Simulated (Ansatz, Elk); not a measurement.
# Sr4Se3O: X-ray structure factors from the self-consistent density

Structure refinements treat a crystal as free atoms side by side. For a made-up structure of Sr4Se3O (cell and positions from a PBE relaxation) the runs below show what the calculated density changes in F(hkl).

Method: DFT, PBE, all-electron APW+lo, Dirac cores, scalar-relativistic bands, static density, no spin, in Elk 11.2.3 (patched build).

The structure was built from a prototype and need not be the compound's stable phase.

**1. Set-up**

It takes space group Pm-3m (No. 221, cubic). The conventional cell has a = 6.107 Å, b = 6.107 Å, c = 6.107 Å, α = 90.00°, β = 90.00°, γ = 90.00°. Nearest to Sr lie 4 Se at 3.05 Å and 2 O at 3.05 Å. Nearest to Sr lie 6 Se at 3.05 Å. Se has 6 Sr at 3.05 Å nearest. Nearest to O lie 6 Sr at 3.05 Å. Farther neighbours and most contacts between anions are not listed.

**2. Ground state and structure factors**

An all-electron density is needed, since X-rays see the cores too. Task 0 finds the density and task 195 Fourier-transforms it; tshift is off so that phases refer to the origin typed.

elk.in

```
tasks
  0
  195

xctype
  20

spinpol
  .false.

rgkmax
  7.0

gmaxvr
  14.0

lmaxo
  7

lmaxapw
  8

swidth
  0.002

tshift
  .false.

ramdisk
  .false.

hmaxvr
  5.5

maxscl
  120

epspot
  1e-06

sppath
  './'

avec
  11.54008684557 -0.00000000000 0.00000000000
  0.00000000000 11.54008684557 0.00000000000
  0.00000000000 0.00000000000 11.54008684557

atoms
  3
  'Sr.in'
  4
  -0.0000000000 0.5000000000 -0.0000000000   0.000000 0.000000 0.000000
  0.5000000000 -0.0000000000 -0.0000000000   0.000000 0.000000 0.000000
  0.5000000000 0.5000000000 0.5000000000   0.000000 0.000000 0.000000
  -0.0000000000 0.0000000000 0.5000000000   0.000000 0.000000 0.000000
  'Se.in'
  3
  -0.0000000000 0.5000000000 0.5000000000   0.000000 0.000000 0.000000
  0.5000000000 0.0000000000 0.5000000000   0.000000 0.000000 0.000000
  0.5000000000 0.5000000000 0.0000000000   0.000000 0.000000 0.000000
  'O.in'
  1
  -0.0000000000 -0.0000000000 -0.0000000000   0.000000 0.000000 0.000000

ngridk
  4 4 4
```

Launch:

```sh
$ OMP_NUM_THREADS=4 elk
```

Numbers of over 12 decimals in the logs are rounded to 6 here.

Log:

```text
┌─────────────────────────┐
│ Elk code version 11.2.3 │
└─────────────────────────┘

All units are atomic (Hartree, Bohr, etc.)

┌─────────────────────────────────────────────────┐
│ Ground-state run starting from atomic densities │
└─────────────────────────────────────────────────┘

Lattice vectors :
   11.54008685      -0.000000000       0.000000000
   0.000000000       11.54008685       0.000000000
   0.000000000       0.000000000       11.54008685

Reciprocal lattice vectors :
  0.5444660332       0.000000000       0.000000000
   0.000000000      0.5444660332      -0.000000000
  -0.000000000       0.000000000      0.5444660332

Unit cell volume      :    1536.834960
Brillouin zone volume :   0.1614032865

Muffin-tin inner radius fraction :   0.1000000000E-01

Nuclei treated as point charges

Species : 1 (Sr)
 parameters loaded from : Sr.in
 name : strontium
 nuclear charge    :   -38.00000000
 electronic charge :    38.00000000
 atomic mass :    159721.4892
 muffin-tin radius :    2.600000000
 number of radial points in muffin-tin :   1193
 inner part over the whole radius :   0.9909106339E-02
 number on inner part of muffin-tin    :    847
 approximate nuclear radius :   0.8067967193E-04
 number of mesh points to nuclear radius :    415
 atomic positions (lattice), magnetic fields (Cartesian) :
  1 :   0.00000000  0.50000000  0.00000000    0.00000000  0.00000000  0.00000000
  2 :   0.50000000  0.00000000  0.00000000    0.00000000  0.00000000  0.00000000
  3 :   0.50000000  0.50000000  0.50000000    0.00000000  0.00000000  0.00000000
  4 :   0.00000000  0.00000000  0.50000000    0.00000000  0.00000000  0.00000000

Species : 2 (Se)
 parameters loaded from : Se.in
 name : selenium
 nuclear charge    :   -34.00000000
 electronic charge :    34.00000000
 atomic mass :    143935.2749
 muffin-tin radius :    2.400000000
 number of radial points in muffin-tin :    993
 inner part over the whole radius :   0.9976188588E-02
 number on inner part of muffin-tin    :    703
 approximate nuclear radius :   0.7785908700E-04
 number of mesh points to nuclear radius :    342
 atomic positions (lattice), magnetic fields (Cartesian) :
  1 :   0.00000000  0.50000000  0.50000000    0.00000000  0.00000000  0.00000000
  2 :   0.50000000  0.00000000  0.50000000    0.00000000  0.00000000  0.00000000
  3 :   0.50000000  0.50000000  0.00000000    0.00000000  0.00000000  0.00000000

Species : 3 (O)
 parameters loaded from : O.in
 name : oxygen
 nuclear charge    :   -8.000000000
 electronic charge :    8.000000000
 atomic mass :    29165.12205
 muffin-tin radius :    1.800000000
 number of radial points in muffin-tin :    593
 inner part over the whole radius :   0.9958443124E-02
 number on inner part of muffin-tin    :    408
 approximate nuclear radius :   0.5115538663E-04
 number of mesh points to nuclear radius :    173
 atomic positions (lattice), magnetic fields (Cartesian) :
  1 :   0.00000000  0.00000000  0.00000000    0.00000000  0.00000000  0.00000000

Total number of atoms per unit cell :    8
Total muffin-tin volume :    492.6352384
 ratio of muffin-tin to unit cell volume :   0.3205518166

Spin treatment :
 spin-unpolarised

Number of Bravais lattice symmetries :   48
Number of crystal symmetries         :   48
Crystal has inversion symmetry
Real symmetric eigensolver will be used

k-point grid :      4     4     4
k-point offset :    0.000000000       0.000000000       0.000000000
k-point set is reduced with full crystal symmetry group
Total number of k-points :       10

Muffin-tin radius times maximum |G+k| :    7.000000000
 using average radius
Maximum |G+k| for APW functions       :    2.886597938
Maximum (1/2)|G+k|²                   :    4.166223828
Maximum |G| for potential and density :    14.00000000
Constant for pseudocharge density :    9
 order of it for each species :   16  16  16
 order of it for pair densities of each species (exact exchange by exxq0 0: 17) :   11   9   4
Radial integration step length :    1

[...]
xc potential                :     -933.79317696846
 exchange                    :     -681.68420620782
 correlation                 :     -12.830862027658
 electron entropic           :    -0.46022196625497E-11
 total energy                :     -20087.406458864

Density of states at Fermi energy :   0.5000846773E-07
 (states/Hartree/unit cell)

Estimated indirect band gap :   0.1104190714
 from k-point 1 to k-point 1
Estimated direct band gap   :   0.1104190714
 at k-point 1

Charges :
 core                        :    168.0000000
 valence                     :    94.00000000
 interstitial                :    11.98655989
 muffin-tins (core leakage)
  species : 1 (Sr)
[...]
species : 2 (Se)
[...]
species : 3 (O)
[...]
total in muffin-tins        :    250.0134401
 total calculated charge     :    261.9990773
 total charge                :    262.0000000
 error                       :   0.9227280367E-03

RMS change in Kohn-Sham potential (target) :   0.5404007996     (  0.1000000000E-05)
Absolute change in total energy (target)   :   0.7883545300E-01 (  0.1000000000E-03)

[... loops 3 to 15 left out ...]

┌──────────────────┐
│ Loop number : 16 │
└──────────────────┘

Energies :
 Fermi                       :     0.176841
 sum of occupied eigenvalues :     -11752.387574517
 electron kinetic            :      20641.246103758
 core electron kinetic       :      19811.784885911
 Coulomb                     :     -40033.245685214
 Coulomb potential           :     -31490.311092580
 nuclear-nuclear             :     -2192.5618984688
 electron-nuclear            :     -44229.236492541
 Hartree                     :      6388.5527057955
 Madelung                    :     -24288.090138924
 xc potential                :     -903.32258569470
 exchange                    :     -681.02626710052
 correlation                 :     -12.834433176161
 electron entropic           :    -0.17297292413486E-09
 total energy                :     -20085.860281733

Density of states at Fermi energy :   0.2172083359E-05
 (states/Hartree/unit cell)

Estimated indirect band gap :   0.7246477870E-01
 from k-point 1 to k-point 1
Estimated direct band gap   :   0.7246477870E-01
 at k-point 1

Charges :
 core                        :    168.0000000
 valence                     :    94.00000000
 interstitial                :    12.79456437
 muffin-tins (core leakage)
  species : 1 (Sr)
[...]
species : 2 (Se)
[...]
species : 3 (O)
[...]
total in muffin-tins        :    249.2054356
 total calculated charge     :    261.9991481
 total charge                :    262.0000000
 error                       :   0.8519288610E-03

RMS change in Kohn-Sham potential (target) :   0.4558918385E-06 (  0.1000000000E-05)
Absolute change in total energy (target)   :   0.7405821452E-04 (  0.1000000000E-03)

Convergence targets achieved

┌──────────────────┐
│ Loop number : 17 │
└──────────────────┘

Energies :
 Fermi                       :     0.176841
 sum of occupied eigenvalues :     -11752.387558081
 electron kinetic            :      20641.246129413
 core electron kinetic       :      19811.784902349
 Coulomb                     :     -40033.245687255
 Coulomb potential           :     -31490.311098544
 nuclear-nuclear             :     -2192.5618984688
 electron-nuclear            :     -44229.236490630
 Hartree                     :      6388.5527018434
 Madelung                    :     -24288.090137983
 xc potential                :     -903.32258895070
 exchange                    :     -681.02626785318
 correlation                 :     -12.834433213722
 electron entropic           :    -0.17297211642277E-09
 total energy                :     -20085.860258909

Density of states at Fermi energy :   0.2172072932E-05
 (states/Hartree/unit cell)

Estimated indirect band gap :   0.7246479562E-01
 from k-point 1 to k-point 1
Estimated direct band gap   :   0.7246479562E-01
 at k-point 1

Charges :
 core                        :    168.0000000
 valence                     :    94.00000000
 interstitial                :    12.79456294
 muffin-tins (core leakage)
  species : 1 (Sr)
[...]
species : 2 (Se)
[...]
atom 2                    :    32.62041962     (  0.5887815184E-04)
   atom 3                    :    32.62041962     (  0.5887815184E-04)
  species : 3 (O)
   atom 1                    :    7.421792875     ( -0.2727998956E-06)
 total in muffin-tins        :    249.2054371
 total calculated charge     :    261.9991481
 total charge                :    262.0000000
 error                       :   0.8519290813E-03

┌──────────────────────────────┐
│ Self-consistent loop stopped │
└──────────────────────────────┘

Wrote STATE.OUT
```

Run time: 59 s. Hardware: 4 threads of Arm Neoverse V2, shared host; peak memory 0.36 GiB; 2.1 min of CPU time.

SFACRHO.OUT:

```text

h k l indices transformed by vhmat matrix:
   1.000000000       0.000000000       0.000000000    
   0.000000000       1.000000000       0.000000000    
   0.000000000       0.000000000       1.000000000    

      h      k      l  multipl.   |H|            Re(F)            Im(F)           |F|

      0      0      0      1   0.0000000       262.00000      0.29123861E-16   262.00000    
      0      0     -1      6  0.54446603      -24.635924     -0.15213650E-13   24.635924    
     -1      0     -1     12  0.76999125      -23.567340      0.28542950E-16   23.567340    
     -1      1      1      8  0.94304283      -34.099989      0.12775090E-14   34.099989    
      0      0     -2      6   1.0889321       219.45054      0.29513853E-13   219.45054    
      2      0      1     24   1.2174631      -21.605109      0.13772767E-13   21.605109    
     -1     -1      2     24   1.3336640      -21.143550     -0.14602033E-13   21.143550    
     -2     -2      0     12   1.5399825       196.61377      0.53406230E-13   196.61377    
      2     -1     -2     24   1.6333981      -20.162211     -0.32223360E-13   20.162211    
      3      0      0      6   1.6333981      -20.227581      0.39128987E-13   20.227581    
     -3      1      0     24   1.7217528      -19.940747     -0.14617020E-15   19.940747    
      1     -3      1     24   1.8057895      -31.161502     -0.59243889E-15   31.161502    
     -2      2      2      8   1.8860857       181.30694     -0.24690815E-13   181.30694    
     -2     -3      0     24   1.9631002      -19.242459     -0.36466086E-13   19.242459    
      3     -1     -2     48   2.0372054      -19.026441      0.30362237E-14   19.026441    
      0      0      4      6   2.1778641       170.25650     -0.46002164E-13   170.25650    
      3      2      2     24   2.2448910      -18.455735      0.34311176E-13   18.455735    
      1      4      0     24   2.2448910      -18.479182      0.11443050E-13   18.479182
```

Elk indexes on the primitive cell of elk.in and gives |H| = 4π sin θ/λ in inverse bohr. Below, one row stands for each form hkl of the conventional cell (m members, Friedel mates merged), F is for one primitive cell and the density is static (no thermal factor). Free-atom factors are Waasmaier and Kirfel's, and R is Σm||F|−|F'||/Σm|F|.

```
hkl   m  sin θ/λ (Å⁻¹)  abs F, DFT  neutral atoms   diff.
100   6          0.082      24.636         24.730  -0.094
110  12          0.116      23.567         23.737  -0.170
111   8          0.142      34.100         34.828  -0.727
200   6          0.164     219.451        218.114  +1.337
210  24          0.183      21.605         21.766  -0.161
211  24          0.201      21.144         21.317  -0.173
220  12          0.232     196.614        196.770  -0.156
221  24          0.246      20.162         20.288  -0.126
300   6          0.246      20.228         20.288  -0.060
310  24          0.259      19.941         20.013  -0.072
311  24          0.272      31.162         30.746  +0.415
222   8          0.284     181.307        181.853  -0.546
320  24          0.295      19.242         19.301  -0.058
321  48          0.306      19.026         19.089  -0.062
400   6          0.328     170.256        170.479  -0.223
322  24          0.338      18.456         18.501  -0.045
410  24          0.338      18.479         18.501  -0.022
411  24          0.347      18.287         18.317  -0.030
```

**3. The highest occupied states alone**

An energy window below the Fermi level keeps the highest occupied states, to see at which angles they scatter; shallow core shells can lie inside it and anion s states outside. No new self-consistency is needed.

Changes to elk.in since step 2:

```diff
@@ -1,3 +1,2 @@
 tasks
-  0
   195
@@ -40,2 +39,5 @@
 
+wsfac
+  -0.190650 0.476840
+
 sppath
```

Launch:

```sh
$ OMP_NUM_THREADS=4 elk
```

Log:

```text
┌─────────────────────────────────┐
│ Elk code version 11.2.3 started │
└─────────────────────────────────┘

Info(readinput): the functional depends on the density's gradient
 muffin-tin radial points multiplied by    2.00000
 (not where nrmtscf is given)

┌────────────────────┐
│ Current task : 195 │
└────────────────────┘

Info(sfacrho): density structure factors written to SFACRHO.OUT

 Energy window :  -0.1906500000      0.4768400000

┌──────────────────┐
│ Elk code stopped │
└──────────────────┘
```

The job ended after 30 s (4 threads; peak memory 0.23 GiB).

States within 10 eV below the Fermi level hold 24.00 electrons; any levels below the window count with the cores. Their amplitudes can exceed the total, where window and core parts have opposite phase:

| hkl | sin θ/λ (Å⁻¹) | abs F, window | abs F, all |
| --- | --- | --- | --- |
| 100 | 0.082 | 0.772 | 24.636 |
| 110 | 0.116 | 1.314 | 23.567 |
| 111 | 0.142 | 8.909 | 34.100 |
| 200 | 0.164 | 7.698 | 219.451 |
| 210 | 0.183 | 1.838 | 21.605 |
| 211 | 0.201 | 1.928 | 21.144 |
| 220 | 0.232 | 3.147 | 196.614 |
| 221 | 0.246 | 1.810 | 20.162 |
| 300 | 0.246 | 1.782 | 20.228 |
| 310 | 0.259 | 1.765 | 19.941 |

**4. Another functional**

The difference from free atoms is small, so it is set against the change that PBEsol makes.

Changes to elk.in since step 3:

```diff
@@ -1,2 +1,3 @@
 tasks
+  0
   195
@@ -4,3 +5,3 @@
 xctype
-  20
+  22
 
@@ -39,5 +40,2 @@
 
-wsfac
-  -0.190650 0.476840
-
 sppath
```

Launch:

```sh
$ OMP_NUM_THREADS=4 elk
```

Log:

```text
┌─────────────────────────┐
│ Elk code version 11.2.3 │
└─────────────────────────┘

All units are atomic (Hartree, Bohr, etc.)

┌─────────────────────────────────────────────────┐
│ Ground-state run starting from atomic densities │
└─────────────────────────────────────────────────┘

Lattice vectors :
   11.54008685      -0.000000000       0.000000000
   0.000000000       11.54008685       0.000000000
   0.000000000       0.000000000       11.54008685

Reciprocal lattice vectors :
  0.5444660332       0.000000000       0.000000000
[...]
interstitial                :    12.87708183
 muffin-tins (core leakage)
  species : 1 (Sr)
[...]
species : 2 (Se)
[...]
atom 3                    :    32.60161875     (  0.5946339634E-04)
  species : 3 (O)
   atom 1                    :    7.398194177     ( -0.2724030268E-06)
 total in muffin-tins        :    249.1229182
 total calculated charge     :    261.9991658
 total charge                :    262.0000000
 error                       :   0.8341650241E-03

┌──────────────────────────────┐
│ Self-consistent loop stopped │
└──────────────────────────────┘

Wrote STATE.OUT
[key lines of the parts left out:]
total energy                :     -20073.026087156
```

Wall time 61 s (4 threads); peak memory 0.37 GiB.

Against the first run R = 0.03 %; the largest change is -0.090 at 200.

**5. A coarser k-mesh**

About half the k-points along each axis test the sampling.

Changes to elk.in since step 4:

```diff
@@ -5,3 +5,3 @@
 xctype
-  22
+  20
 
@@ -66,2 +66,2 @@
 ngridk
-  4 4 4
+  2 2 2
```

Launch:

```sh
$ OMP_NUM_THREADS=4 elk
```

Log:

```text
┌─────────────────────────┐
│ Elk code version 11.2.3 │
└─────────────────────────┘

All units are atomic (Hartree, Bohr, etc.)

┌─────────────────────────────────────────────────┐
│ Ground-state run starting from atomic densities │
└─────────────────────────────────────────────────┘

Lattice vectors :
   11.54008685      -0.000000000       0.000000000
   0.000000000       11.54008685       0.000000000
   0.000000000       0.000000000       11.54008685

Reciprocal lattice vectors :
  0.5444660332       0.000000000       0.000000000
[...]
interstitial                :    12.79050364
 muffin-tins (core leakage)
  species : 1 (Sr)
[...]
species : 2 (Se)
[...]
atom 3                    :    32.63018694     (  0.5893968455E-04)
  species : 3 (O)
   atom 1                    :    7.424536080     ( -0.2727974402E-06)
 total in muffin-tins        :    249.2094964
 total calculated charge     :    261.9992173
 total charge                :    262.0000000
 error                       :   0.7826767697E-03

┌──────────────────────────────┐
│ Self-consistent loop stopped │
└──────────────────────────────┘

Wrote STATE.OUT
[key lines of the parts left out:]
total energy                :     -20085.846005788
```

Wall time 47 s (4 threads); peak memory 0.35 GiB; 77 s of CPU time.

Against the first run R = 0.00 %; the largest change is -0.035 at 111.

**6. Settings against the effect**

| run | R against the first run (%) | R against neutral atoms, low angle (%) | wall time |
| --- | --- | --- | --- |
| PBE, rgkmax 7 | 0.00 | 0.52 | 59 s |
| PBEsol | 0.03 | 0.49 | 61 s |
| k-mesh 2×2×2 | 0.00 | 0.52 | 47 s |

**7. Results**

```
R against neutral atoms, sin θ/λ < 0.3 Å⁻¹ : 0.52 %
R against neutral atoms, 0.3 to 0.83 Å⁻¹   : 0.18 %
```

In words: Independent neutral atoms miss the calculated amplitudes by R = 0.52 % below 0.3 Å⁻¹ and 0.18 % from there to 0.83 Å⁻¹; by shells, 1.20 % below 0.15 Å⁻¹ (3 forms), 0.46 % 0.15 to 0.3 (10 forms), 0.20 % 0.3 to 0.45 (20 forms), 0.17 % above 0.45 (115 forms). Bonding, aspherical density and the tables' own atoms all enter these figures, and the runs don't part them. The largest change of an amplitude is +1.34 electrons, at 200. The window's part falls from 24.0 electrons at the origin to at most 0.54 between 0.45 and 0.83 Å⁻¹. Below 0.3 Å⁻¹ the changes that finished (PBEsol and k-mesh 2×2×2) move F by R = 0.04 % at most, against the 0.52 % that separates it from free atoms. The basis has no finished test. Part of the difference isn't bonding: the tables are fits to free atoms and ions calculated by other methods than this functional. Thermal motion, anomalous dispersion and extinction are left out.

[Logs are printed without paths, hosts, clocks, repeated set-up lines and the standing remarks that a program may print on its own settings, such as how far it seeks lower states.]

[Hosts, paths, dates, database ids (printed as entryN), source tags and the programs' standing remarks are cut or masked in the printed files.]
